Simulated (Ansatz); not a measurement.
# MgO (Fm-3m):La_Mg, thermodynamic levels from a 54-atom cell, part 2 of 2

Aim: at which Fermi levels does La_Mg in MgO (Fm-3m) change its charge? The model is a cell of 54 host atoms with 1 Mg taken out and 1 La put in.

Ansatz; place-levels on r2SCAN runs: charge-transition levels and formation energies with image-charge correction and potential alignment at the atomic sites; PAW set soft_1.

So far: The structure; The runs of each charge state; place-levels, r2SCAN.

**3. place-levels, r2SCAN (continued)**

Levels between the charges placed, in eV above the valence top:

|  | gap (eV) | (+1/0) | (0/−1) |
| --- | --- | --- | --- |
| r2SCAN | 5.68 | 5.68 | 6.18 |

Corrections by state:

```
charge  moment (μB)  image terms and alignment (eV)  band filling (eV)  ε used  over the lowest of its charge, as the program ranks them, band filling apart (eV)
    +1          0.0                           0.835                  -   10.37                                                                              0.000
     0          1.0                           0.000             -0.791       -                                                                              0.000
    −1          2.0                          -0.306             -0.934   10.37                                                                              0.000
    −1          0.0                          -0.424                  -   10.37                                                                              0.769
```

The charged structures listed were also run neutral, and place-levels reads from each pair, by the potential or the spins, how wide the charge is by which they differ; that can be the carrier of either run.

```csv
charge,rms radius (Å),spread where it is widest against the cell (Å),wide from (Å),reading
+1,2.4,1.36,1.26,wide
−1,2.2,1.62,1.26,wide
```

The neutral runs of these pairs need not share the spin of the lowest neutral state, and very wide values only mean spread over the cell.

From the program's caveats on the states, each cut to its opening words:

- charge +1: it parts from the run at its places by a charge that spreads by about 1.4 Å along one vector (1.3 Å or more is wide), by its potential at epsilon 3.24, taken [...]
- charge +1, 0 (1 μB), −1 (2 μB), −1: its alignment with the host at atomic sites is doubtful: the cell is too small to show whether the defect's potential has decayed: take a larger one
- charge 0 (1 μB): a band-filling correction moves a carrier to the host's band edge, which changes its energy by -0.791 eV
- charge 0 (1 μB): its moments are held at its close (magnetization.spin_locking), by a field of 0.375 eV a Bohr magneton, and its energy and levels are of the state that this [...]
- charge 0 (1 μB), −1 (2 μB): flagged: stability check not made
- charge −1 (2 μB), −1: how wide its charge is, is not read beside other atoms or cores, and a band state would take no correction
- charge −1 (2 μB): a band-filling correction moves a carrier to the host's band edge, which changes its energy by -0.934 eV
- charge −1 (2 μB): the host's ions (past the first shell or, of a walk that freed a part, those that it held) aren't shown at rest: they stand up to 0.076 Å off their sites, 1.19 [...]
- charge −1 (2 μB): its moments are held at its close (magnetization.spin_locking), by a field of 0.048 eV a Bohr magneton, and its energy and levels are of the state that this [...]
- charge −1: the host's ions (past the first shell or, of a walk that freed a part, those that it held) aren't shown at rest: they stand up to 0.084 Å off their sites, 2.10 [...]

The host's formation energy from the elements is -2.963 eV per atom; it sets how far the chemical potentials can move.

Formation energies (eV), Mg-rich (Δμ(Mg) = 0.00 eV, Δμ(O) = -5.93 eV, Δμ(La) = 0.00 eV):

| charge | Fermi level at the valence top | at the conduction bottom |
| --- | --- | --- |
| +1 | -0.01 | 5.67 |
| 0 | 5.67 | 5.67 |
| −1 | 11.84 | 6.17 |

Limit set by the element alone; other compounds of these elements are not counted. Chemical potentials from the elements' reference states: O 0.00 eV, Mg -5.93 eV, La 0.00 eV. Formation energy by charge state (O-rich; gap 5.68 eV):

```
charge  at valence top (eV)  at conduction bottom (eV)  correction included (eV)
    +1                -5.94                      -0.26                      0.84
     0                -0.26                      -0.26                     -0.79
    −1                 5.92                       0.24                     -1.24
```

(Fermi level (eV), lowest formation energy (eV)): (0.00, -5.94), (0.52, -5.42), (1.03, -4.91), (1.55, -4.39), (2.06, -3.87), (2.58, -3.36), (3.10, -2.84), (3.61, -2.32), (4.13, -1.81), (4.65, -1.29), (5.16, -0.78), (5.68, -0.26)

**4. The same at the relaxations' own k-points**

The relaxations' own energies give the levels at their sampling, for comparison.

The input, levels.relax_mesh.yaml:

```yaml
host:
  run: host.relax.run
states: [qm1.relax.run, q0_M1.relax.run, qp1.relax.run, qm1_M2.relax.run]
chemical_potentials:
  Mg:
    energy: -1926.407918
    dataset: "<sha256 of the dataset>"
  La:
    energy: -6264.872275
    dataset: "<sha256 of the dataset>"
```

Started as:

```bash
$ ansatz place-levels levels.relax_mesh.yaml -- --threads 4 --pin off --max-ram 7536MiB
```

The program printed:

```text
[...]
formation energy of charge +1: -0.086 eV with the Fermi level at the valence edge
formation energy of charge 0: +5.618 eV with the Fermi level at the valence edge
formation energy of charge -1: +11.316 eV with the Fermi level at the valence edge
  edges by r2scan, gap 5.659 eV; the host is sampled to repeats of 8.93 Å
[... the lines on each state left out ...]
```

Elapsed: 0.14 s, on 4 threads of Arm Neoverse V1, shared host.

Levels between neighbouring charges, in eV above the valence top:

```
                        gap (eV)  (+1/0)  (0/−1)
one point at (¼, ¼, ¼)      5.66    5.70    5.70
  a 2×2×2 shifted mesh      5.68    5.68    6.18
```

Going from one point at (¼, ¼, ¼) to a 2×2×2 shifted mesh moves formation energies against the elements by up to 0.53 eV; band-filling terms, which differ between samplings, are in these energies.

**5. Outcome**

```
gap of the host                                                          : 5.68 eV (r2SCAN)
level (plus 1/0)                                                         : 5.68 eV above the valence top, at the conduction bottom (6.47 eV above the valence top without the band-filling term)
level (0/minus 1)                                                        : 6.18 eV above the valence top, past the conduction bottom (6.32 eV above the valence top without the band-filling term)
lowest of the charges placed, just above the valence top (0.02 eV)       : +1
lowest of the charges placed, just below the conduction bottom (0.02 eV) : +1
lowest formation energy at mid-gap of the charges run, Mg-rich           : 2.83 eV
lowest formation energy at mid-gap of the charges run, O-rich            : -3.10 eV
```

Of the charges placed (−1, 0 and +1), +1 is the lowest from 0.02 eV above the valence top to 0.02 eV below the conduction bottom, a gap of 5.68 eV. Charges above +1 were not placed, so these runs say nothing of levels that involve them. States placed: +1 at 0 μB; 0 at 1 μB; −1 at 2 μB and 0 μB. Other spin states or structures, where not listed, weren't placed. The program finds carriers beyond a band edge of the host and adds a band-filling term at charge −1 (-0.93 eV) and 0 (-0.79 eV); steps to such a charge show no bound level, and a defect level inside a band would be read the same way. La is taken at its element; compounds, which aren't counted here, bound the chemical potentials and would shift these formation energies. The lowest formation energy (O-rich) is negative across the gap, so the defect would form by itself: these chemical potentials lie beyond what competing compounds allow, or the host is unstable against it. Going from one point at (¼, ¼, ¼) to a 2×2×2 shifted mesh moves formation energies against the elements by up to 0.53 eV; band-filling terms, which differ between samplings, are in these energies. The program doubts the alignment of potentials for at least one state, a sign that the cell is small. What this leaves open: the images are only 8.9 Å apart; r2SCAN makes the gap too small and tends to spread out bound carriers; where a gas molecule sets a chemical potential or the host's formation energy, its binding is uncorrected; spin–orbit coupling, which can matter with heavy atoms, is left out; force components of up to 1.23 eV/Å remain in a run at the final settings.

Calculation against experiment:

```
                             quantity  measured           r2SCAN
band gap (least gap of the host) (eV)      7.83  5.68 (-2.15 eV)
```

Measured values from arxiv:0908.1581 (2009).

**Verdict.** The band gap is off by -2.15 eV: a clear miss. Local and semilocal functionals usually give gaps below the measured ones. Zero-point and thermal motion shift the measured gap.

[Logs are printed without paths, hosts, clocks, repeated set-up lines and the standing remarks that a program may print on its own settings, such as how far it seeks lower states.]

[Hosts, paths, dates, database ids (printed as entryN), source tags and the programs' standing remarks are cut or masked in the printed files.]

[Where a table of states has a column of steps, it counts the stored structures, which are thinned; the runs took as many ionic steps or more.]

[A defect's name tells the site on which it was built; relaxed atoms can leave that site.]

[For some hosts the program warned that the k-mesh of the response run may be too coarse for force constants and the static dielectric constant; such warnings are not shown here.]
